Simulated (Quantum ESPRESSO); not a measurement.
# H on hollow sites of Ta(110), stepped through the coverage, part 5 of 10

Wanted: a table for H on hollow sites of Ta(110) against the coverage, and what can be fitted to it.

Quantum ESPRESSO 7.5; plane-wave DFT, PBE, GBRV ultrasoft pseudopotentials.

So far. Step 6 (Ground state, 0 ML): The vacuum levels are read from the outermost 0.7 Å of the cell on either side. Step 6 (Ground state, 0 ML): Inside the slab this potential holds the local part of the pseudopotentials, which can be repulsive at the nuclei; only its value in the vacuum has a meaning of its own.

## Step 7: Relaxation with pw.x, 0.1111 ML

System of this step: Ta(110), 3 layers, 9 sites a cell, 1 H on hollow sites. The cell holds 28 atoms: 27 Ta and 1 H. Cell: a = 8.617 Å, b = 8.617 Å, c = 19.949 Å, α = 90.0°, β = 90.0°, γ = 70.5°. It derives from Ta. Vacuum lies along c.

Input file m1.relax.in:

```
&control
  prefix = 'm1.relax'
  outdir = './out'
  pseudo_dir = './pseudo'
  nstep = 70
  forc_conv_thr = 0.0015
  calculation = 'relax'
/
&system
  ibrav = 0
  nat = 28
  ntyp = 2
  ecutwfc = 40
  ecutrho = 200
  occupations = 'smearing'
  smearing = 'mv'
  degauss = 0.02
/
&electrons
  conv_thr = 1e-07
  mixing_beta = 0.3
  electron_maxstep = 120
  mixing_mode = 'local-TF'
/
&ions
/
ATOMIC_SPECIES
  Ta  180.9479  ta_pbe_v1.uspp.F.UPF
  H   1.0080  h_pbe_v1.4.uspp.F.UPF
CELL_PARAMETERS angstrom
  7.03570887363263 -4.97499745500000 0.00000000000000
  7.03570887363263 4.97499745500000 0.00000000000000
  0.00000000000000 0.00000000000000 19.94875422306296
ATOMIC_POSITIONS crystal
  Ta  0.886666666700 0.886666666700 0.351605670424 0 0 0
  Ta  0.886666666700 0.220000000000 0.351605670424 0 0 0
  Ta  0.886666666700 0.553333333300 0.351605670424 0 0 0
  Ta  0.220000000000 0.886666666700 0.351605670424 0 0 0
  Ta  0.220000000000 0.220000000000 0.351605670424 0 0 0
  Ta  0.220000000000 0.553333333300 0.351605670424 0 0 0
  Ta  0.553333333300 0.886666666700 0.351605670424 0 0 0
  Ta  0.553333333300 0.220000000000 0.351605670424 0 0 0
  Ta  0.553333333300 0.553333333300 0.351605670424 0 0 0
  Ta  0.053333333300 0.053333333300 0.469168715463 0 0 0
  Ta  0.053333333300 0.386666666700 0.469168715463 0 0 0
  Ta  0.053333333300 0.720000000000 0.469168715463 0 0 0
  Ta  0.386666666700 0.053333333300 0.469168715463 0 0 0
  Ta  0.386666666700 0.386666666700 0.469168715463 0 0 0
  Ta  0.386666666700 0.720000000000 0.469168715463 0 0 0
  Ta  0.720000000000 0.053333333300 0.469168715463 0 0 0
  Ta  0.720000000000 0.386666666700 0.469168715463 0 0 0
  Ta  0.720000000000 0.720000000000 0.469168715463 0 0 0
  Ta  0.886666666700 0.886666666700 0.586731760503
  Ta  0.886666666700 0.220000000000 0.586731760503
  Ta  0.886666666700 0.553333333300 0.586731760503
  Ta  0.220000000000 0.886666666700 0.586731760503
  Ta  0.220000000000 0.220000000000 0.586731760503
  Ta  0.220000000000 0.553333333300 0.586731760503
  Ta  0.553333333300 0.886666666700 0.586731760503
  Ta  0.553333333300 0.220000000000 0.586731760503
  Ta  0.553333333300 0.553333333300 0.586731760503
  H   0.000000000000 0.000000000000 0.648394329576
K_POINTS automatic
  3 3 1 0 0 0
```

Command:

```bash
$ OMP_NUM_THREADS=1 mpirun -n 16 pw.x -nk 1 -in m1.relax.in > m1.relax.out
```

The program printed:

```text
[banner, memory and clock lines left out]
Program PWSCF v.7.5 starts
[...]
Message from routine setup:
[...]
number of electrons       =       352.00
     number of Kohn-Sham states=          211
     kinetic-energy cutoff     =      40.0000  Ry
     charge density cutoff     =     200.0000  Ry
[...]
number of k points=     4  Marzari-Vanderbilt smearing, width (Ry)=  0.0200
[...]
Dense  grid:   450085 G-vectors     FFT dimensions: (  75,  75, 180)
[...]
negative rho (up, down):  2.553E+00 0.000E+00
     Starting wfcs are  352 randomized atomic wfcs
[...]
negative rho (up, down):  2.565E+00 0.000E+00
[...]
estimated scf accuracy    <      12.45820409 Ry
[...]
negative rho (up, down):  2.613E+00 0.000E+00
[...]
estimated scf accuracy    <       7.27048356 Ry
[...]
negative rho (up, down):  2.601E+00 0.000E+00
[...]
estimated scf accuracy    <       1.73204242 Ry
[...]
negative rho (up, down):  2.630E+00 0.000E+00
[...]
estimated scf accuracy    <       2.65607466 Ry
[...]
negative rho (up, down):  2.634E+00 0.000E+00
[...]
estimated scf accuracy    <       1.10356762 Ry
[...]
negative rho (up, down):  2.649E+00 0.000E+00
[...]
estimated scf accuracy    <       0.34982643 Ry
[...]
negative rho (up, down):  2.662E+00 0.000E+00
[...]
estimated scf accuracy    <       0.05999997 Ry
[...]
negative rho (up, down):  2.650E+00 0.000E+00
[...]
estimated scf accuracy    <       0.06724210 Ry
[...]
negative rho (up, down):  2.651E+00 0.000E+00
[...]
estimated scf accuracy    <       0.18727955 Ry
[...]
negative rho (up, down):  2.650E+00 0.000E+00
[...]
estimated scf accuracy    <       0.21380820 Ry
[...]
negative rho (up, down):  2.649E+00 0.000E+00
[...]
estimated scf accuracy    <       0.04944376 Ry
[...]
negative rho (up, down):  2.657E+00 0.000E+00
[...]
estimated scf accuracy    <       0.01141108 Ry
[...]
negative rho (up, down):  2.655E+00 0.000E+00
[...]
estimated scf accuracy    <       0.00677122 Ry
[...]
negative rho (up, down):  2.654E+00 0.000E+00
[...]
estimated scf accuracy    <       0.00589851 Ry
[...]
negative rho (up, down):  2.654E+00 0.000E+00
[...]
estimated scf accuracy    <       0.00144105 Ry
[...]
negative rho (up, down):  2.654E+00 0.000E+00
[...]
estimated scf accuracy    <       0.00040406 Ry
[...]
negative rho (up, down):  2.654E+00 0.000E+00
[...]
estimated scf accuracy    <       0.00000730 Ry
[...]
negative rho (up, down):  2.654E+00 0.000E+00
[...]
estimated scf accuracy    <       0.00001179 Ry
[...]
negative rho (up, down):  2.654E+00 0.000E+00
[...]
estimated scf accuracy    <       0.00001662 Ry
[...]
negative rho (up, down):  2.654E+00 0.000E+00
[...]
estimated scf accuracy    <       0.00000024 Ry
[...]
negative rho (up, down):  2.654E+00 0.000E+00
[...]
estimated scf accuracy    <       0.00000255 Ry
[...]
negative rho (up, down):  2.654E+00 0.000E+00
[...]
estimated scf accuracy    <       0.00000045 Ry
[...]
negative rho (up, down):  2.654E+00 0.000E+00
[...]
estimated scf accuracy    <       0.00000015 Ry
[...]
negative rho (up, down):  2.654E+00 0.000E+00
[...]
estimated scf accuracy    <       0.00000012 Ry
[...]
negative rho (up, down):  2.654E+00 0.000E+00
[...]
the Fermi energy is     3.6059 ev
!    total energy              =   -3830.40180337 Ry
     estimated scf accuracy    <       0.00000005 Ry
     smearing contrib. (-TS)   =       0.00681515 Ry
     internal energy E=F+TS    =   -3830.40861852 Ry
[...]
one-electron contribution =  -17383.76982934 Ry
     hartree contribution      =    8670.12274999 Ry
     xc contribution           =   -1138.75280269 Ry
     ewald contribution        =    6021.99126352 Ry
     convergence has been achieved in  25 iterations
     negative rho (up, down):  2.654E+00 0.000E+00
[...]
Total force =     0.061356     Total SCF correction =     0.000764
[...]
negative rho (up, down):  2.659E+00 0.000E+00
[...]
negative rho (up, down):  2.659E+00 0.000E+00
[...]
estimated scf accuracy    <       0.00163557 Ry
[...]
negative rho (up, down):  2.659E+00 0.000E+00
[...]
estimated scf accuracy    <       0.00052906 Ry
[...]
negative rho (up, down):  2.659E+00 0.000E+00
[...]
estimated scf accuracy    <       0.00005253 Ry
[...]
negative rho (up, down):  2.660E+00 0.000E+00
[...]
estimated scf accuracy    <       0.00001423 Ry
[...]
negative rho (up, down):  2.660E+00 0.000E+00
[...]
estimated scf accuracy    <       0.00000168 Ry
[...]
negative rho (up, down):  2.660E+00 0.000E+00
[...]
estimated scf accuracy    <       0.00000056 Ry
[...]
negative rho (up, down):  2.660E+00 0.000E+00
[...]
estimated scf accuracy    <       0.00000025 Ry
[...]
negative rho (up, down):  2.660E+00 0.000E+00
[...]
the Fermi energy is     3.6047 ev
!    total energy              =   -3830.40536386 Ry
     estimated scf accuracy    <       0.00000006 Ry
     smearing contrib. (-TS)   =       0.00677771 Ry
     internal energy E=F+TS    =   -3830.41214157 Ry
[...]
one-electron contribution =  -17411.66632533 Ry
     hartree contribution      =    8684.10030665 Ry
     xc contribution           =   -1138.79534951 Ry
     ewald contribution        =    6035.94922662 Ry
     convergence has been achieved in   8 iterations
     negative rho (up, down):  2.660E+00 0.000E+00
[...]
Total force =     0.054712     Total SCF correction =     0.000667
[...]
WARNING: bfgs curvature condition failed, Theta= 0.899
[...]
negative rho (up, down):  2.656E+00 0.000E+00
[...]
negative rho (up, down):  2.656E+00 0.000E+00
[...]
estimated scf accuracy    <       0.00160008 Ry
[...]
negative rho (up, down):  2.657E+00 0.000E+00
[...]
estimated scf accuracy    <       0.00056915 Ry
[...]
negative rho (up, down):  2.657E+00 0.000E+00
[...]
estimated scf accuracy    <       0.00005745 Ry
[...]
negative rho (up, down):  2.657E+00 0.000E+00
[...]
estimated scf accuracy    <       0.00001635 Ry
[...]
negative rho (up, down):  2.657E+00 0.000E+00
[...]
estimated scf accuracy    <       0.00000167 Ry
[...]
negative rho (up, down):  2.657E+00 0.000E+00
[...]
estimated scf accuracy    <       0.00000056 Ry
[...]
negative rho (up, down):  2.657E+00 0.000E+00
[...]
estimated scf accuracy    <       0.00000026 Ry
[...]
negative rho (up, down):  2.657E+00 0.000E+00
[...]
estimated scf accuracy    <       0.00000005 Ry
[...]
negative rho (up, down):  2.657E+00 0.000E+00
[...]
estimated scf accuracy    <       0.00000002 Ry
[...]
negative rho (up, down):  2.657E+00 0.000E+00
[...]
the Fermi energy is     3.6042 ev
!    total energy              =   -3830.40886944 Ry
     estimated scf accuracy    <          5.8E-09 Ry
     smearing contrib. (-TS)   =       0.00670178 Ry
     internal energy E=F+TS    =   -3830.41557122 Ry
[...]
one-electron contribution =  -17443.44371405 Ry
     hartree contribution      =    8700.00546126 Ry
     xc contribution           =   -1138.84470019 Ry
     ewald contribution        =    6051.86738177 Ry
     convergence has been achieved in  10 iterations
     negative rho (up, down):  2.657E+00 0.000E+00
[...]
Total force =     0.047222     Total SCF correction =     0.000328
[...]
negative rho (up, down):  2.647E+00 0.000E+00
[...]
negative rho (up, down):  2.648E+00 0.000E+00
[...]
estimated scf accuracy    <       0.00426673 Ry
[...]
negative rho (up, down):  2.649E+00 0.000E+00
[...]
estimated scf accuracy    <       0.00150418 Ry
[...]
negative rho (up, down):  2.649E+00 0.000E+00
[...]
estimated scf accuracy    <       0.00014072 Ry
[...]
negative rho (up, down):  2.649E+00 0.000E+00
[...]
estimated scf accuracy    <       0.00003891 Ry
[...]
negative rho (up, down):  2.649E+00 0.000E+00
[...]
estimated scf accuracy    <       0.00000401 Ry
[...]
negative rho (up, down):  2.649E+00 0.000E+00
[...]
estimated scf accuracy    <       0.00000138 Ry
[...]
negative rho (up, down):  2.649E+00 0.000E+00
[...]
estimated scf accuracy    <       0.00000051 Ry
[...]
negative rho (up, down):  2.649E+00 0.000E+00
[...]
estimated scf accuracy    <       0.00000019 Ry
[...]
negative rho (up, down):  2.649E+00 0.000E+00
[...]
estimated scf accuracy    <       0.00000007 Ry
[...]
negative rho (up, down):  2.649E+00 0.000E+00
[...]
estimated scf accuracy    <       0.00000002 Ry
[...]
negative rho (up, down):  2.649E+00 0.000E+00
[...]
estimated scf accuracy    <       0.00000001 Ry
[...]
negative rho (up, down):  2.649E+00 0.000E+00
[...]
the Fermi energy is     3.6035 ev
!    total energy              =   -3830.41326769 Ry
     estimated scf accuracy    <          8.0E-09 Ry
     smearing contrib. (-TS)   =       0.00652866 Ry
     internal energy E=F+TS    =   -3830.41979635 Ry
[...]
one-electron contribution =  -17493.01814918 Ry
     hartree contribution      =    8724.82953074 Ry
     xc contribution           =   -1138.92398991 Ry
     ewald contribution        =    6076.69281201 Ry
     convergence has been achieved in  12 iterations
     negative rho (up, down):  2.649E+00 0.000E+00
[...]
Total force =     0.036181     Total SCF correction =     0.000241
[...]
negative rho (up, down):  2.635E+00 0.000E+00
[...]
negative rho (up, down):  2.635E+00 0.000E+00
[...]
estimated scf accuracy    <       0.01131420 Ry
[...]
negative rho (up, down):  2.636E+00 0.000E+00
[...]
estimated scf accuracy    <       0.00351833 Ry
[...]
negative rho (up, down):  2.637E+00 0.000E+00
[...]
estimated scf accuracy    <       0.00032759 Ry
[...]
negative rho (up, down):  2.637E+00 0.000E+00
[...]
estimated scf accuracy    <       0.00010285 Ry
[...]
negative rho (up, down):  2.637E+00 0.000E+00
[...]
estimated scf accuracy    <       0.00000773 Ry
[...]
negative rho (up, down):  2.637E+00 0.000E+00
[...]
estimated scf accuracy    <       0.00000397 Ry
[...]
negative rho (up, down):  2.637E+00 0.000E+00
[...]
estimated scf accuracy    <       0.00000137 Ry
[...]
negative rho (up, down):  2.637E+00 0.000E+00
[...]
estimated scf accuracy    <       0.00000073 Ry
[...]
negative rho (up, down):  2.637E+00 0.000E+00
[...]
estimated scf accuracy    <       0.00000016 Ry
[...]
negative rho (up, down):  2.637E+00 0.000E+00
[...]
estimated scf accuracy    <       0.00000006 Ry
[...]
negative rho (up, down):  2.637E+00 0.000E+00
[...]
estimated scf accuracy    <       0.00000004 Ry
[...]
negative rho (up, down):  2.637E+00 0.000E+00
[...]
estimated scf accuracy    <       0.00000001 Ry
[...]
negative rho (up, down):  2.637E+00 0.000E+00
[...]
the Fermi energy is     3.6036 ev
!    total energy              =   -3830.41762225 Ry
     estimated scf accuracy    <          8.1E-09 Ry
     smearing contrib. (-TS)   =       0.00620793 Ry
     internal energy E=F+TS    =   -3830.42383018 Ry
[...]
one-electron contribution =  -17567.96823565 Ry
     hartree contribution      =    8762.38435781 Ry
     xc contribution           =   -1139.04851843 Ry
     ewald contribution        =    6114.20856609 Ry
     convergence has been achieved in  13 iterations
     negative rho (up, down):  2.637E+00 0.000E+00
[...]
Total force =     0.022185     Total SCF correction =     0.000212
[...]
the Fermi energy is     3.6041 ev
!    total energy              =   -3830.42061759 Ry
     estimated scf accuracy    <          2.4E-09 Ry
     smearing contrib. (-TS)   =       0.00582655 Ry
     internal energy E=F+TS    =   -3830.42644413 Ry
[...]
one-electron contribution =  -17671.82621934 Ry
     hartree contribution      =    8814.44205734 Ry
     xc contribution           =   -1139.22766158 Ry
     ewald contribution        =    6166.18537944 Ry
     convergence has been achieved in   9 iterations
     negative rho (up, down):  2.644E+00 0.000E+00
[...]
Total force =     0.011542     Total SCF correction =     0.000173
[...]
negative rho (up, down):  2.643E+00 0.000E+00
[...]
negative rho (up, down):  2.643E+00 0.000E+00
[...]
estimated scf accuracy    <       0.00042121 Ry
[...]
negative rho (up, down):  2.643E+00 0.000E+00
[...]
estimated scf accuracy    <       0.00016414 Ry
[...]
negative rho (up, down):  2.643E+00 0.000E+00
[...]
estimated scf accuracy    <       0.00001438 Ry
[...]
negative rho (up, down):  2.643E+00 0.000E+00
[...]
estimated scf accuracy    <       0.00000559 Ry
[...]
negative rho (up, down):  2.643E+00 0.000E+00
[...]
estimated scf accuracy    <       0.00000111 Ry
[...]
negative rho (up, down):  2.643E+00 0.000E+00
[...]
estimated scf accuracy    <       0.00000026 Ry
[...]
negative rho (up, down):  2.643E+00 0.000E+00
[...]
estimated scf accuracy    <       0.00000005 Ry
[...]
negative rho (up, down):  2.643E+00 0.000E+00
[...]
estimated scf accuracy    <       0.00000002 Ry
[...]
negative rho (up, down):  2.643E+00 0.000E+00
[...]
estimated scf accuracy    <          5.2E-09 Ry
[...]
negative rho (up, down):  2.643E+00 0.000E+00
[...]
```

Run time: 32 min. Hardware: 16 MPI ranks of Arm Neoverse V2, shared host; peak memory 5.5 GiB; 8.5 h of CPU time.

Relaxation path:

```tsv
step	energy less that of the first step (eV)	largest force (eV/Å)
1	0.0000	0.7042
2	-0.0484	0.6125
3	-0.0961	0.5101
4	-0.1560	0.4490
5	-0.2152	0.3702
6	-0.2410	0.2639
7	-0.2454	0.2480
8	-0.2502	0.2312
9	-0.2560	0.2057
10	-0.2620	0.1665
11	-0.2663	0.1066
12	-0.2675	0.0835
13	-0.2689	0.0691
14	-0.2701	0.0299
```

The atoms that moved most (Å):

```tsv
atom	dx	dy	dz	length
H28	0.075	0.000	-0.247	0.258
Ta23	0.067	0.000	-0.104	0.124
Ta19	-0.031	0.000	-0.099	0.104
Ta24	0.023	0.016	-0.092	0.096
Ta26	0.023	-0.016	-0.092	0.096
Ta25	-0.031	0.009	-0.086	0.092
Ta21	-0.031	-0.009	-0.086	0.092
Ta27	0.000	0.000	-0.090	0.090
```

The relaxation lowers the energy by 10 meV an atom. On the free atoms the largest force ends at 0.030 eV/Å.

Numbers from this step:

```
free energy  : -52115.5416 eV
Fermi energy : 3.602 eV
```

(Continued in part 6 of 10.)

[Logs are printed without paths, hosts, clocks, repeated set-up lines and the standing remarks that a program may print on its own settings, such as how far it seeks lower states.]

[Hosts, paths, dates, database ids (printed as entryN), source tags and the programs' standing remarks are cut or masked in the printed files.]

[Maps of the electrostatic potential energy from Ansatz leave out the sawtooth potential of an applied field or a dipole correction, so their vacuum need not be flat; planar profiles and work functions include it.]
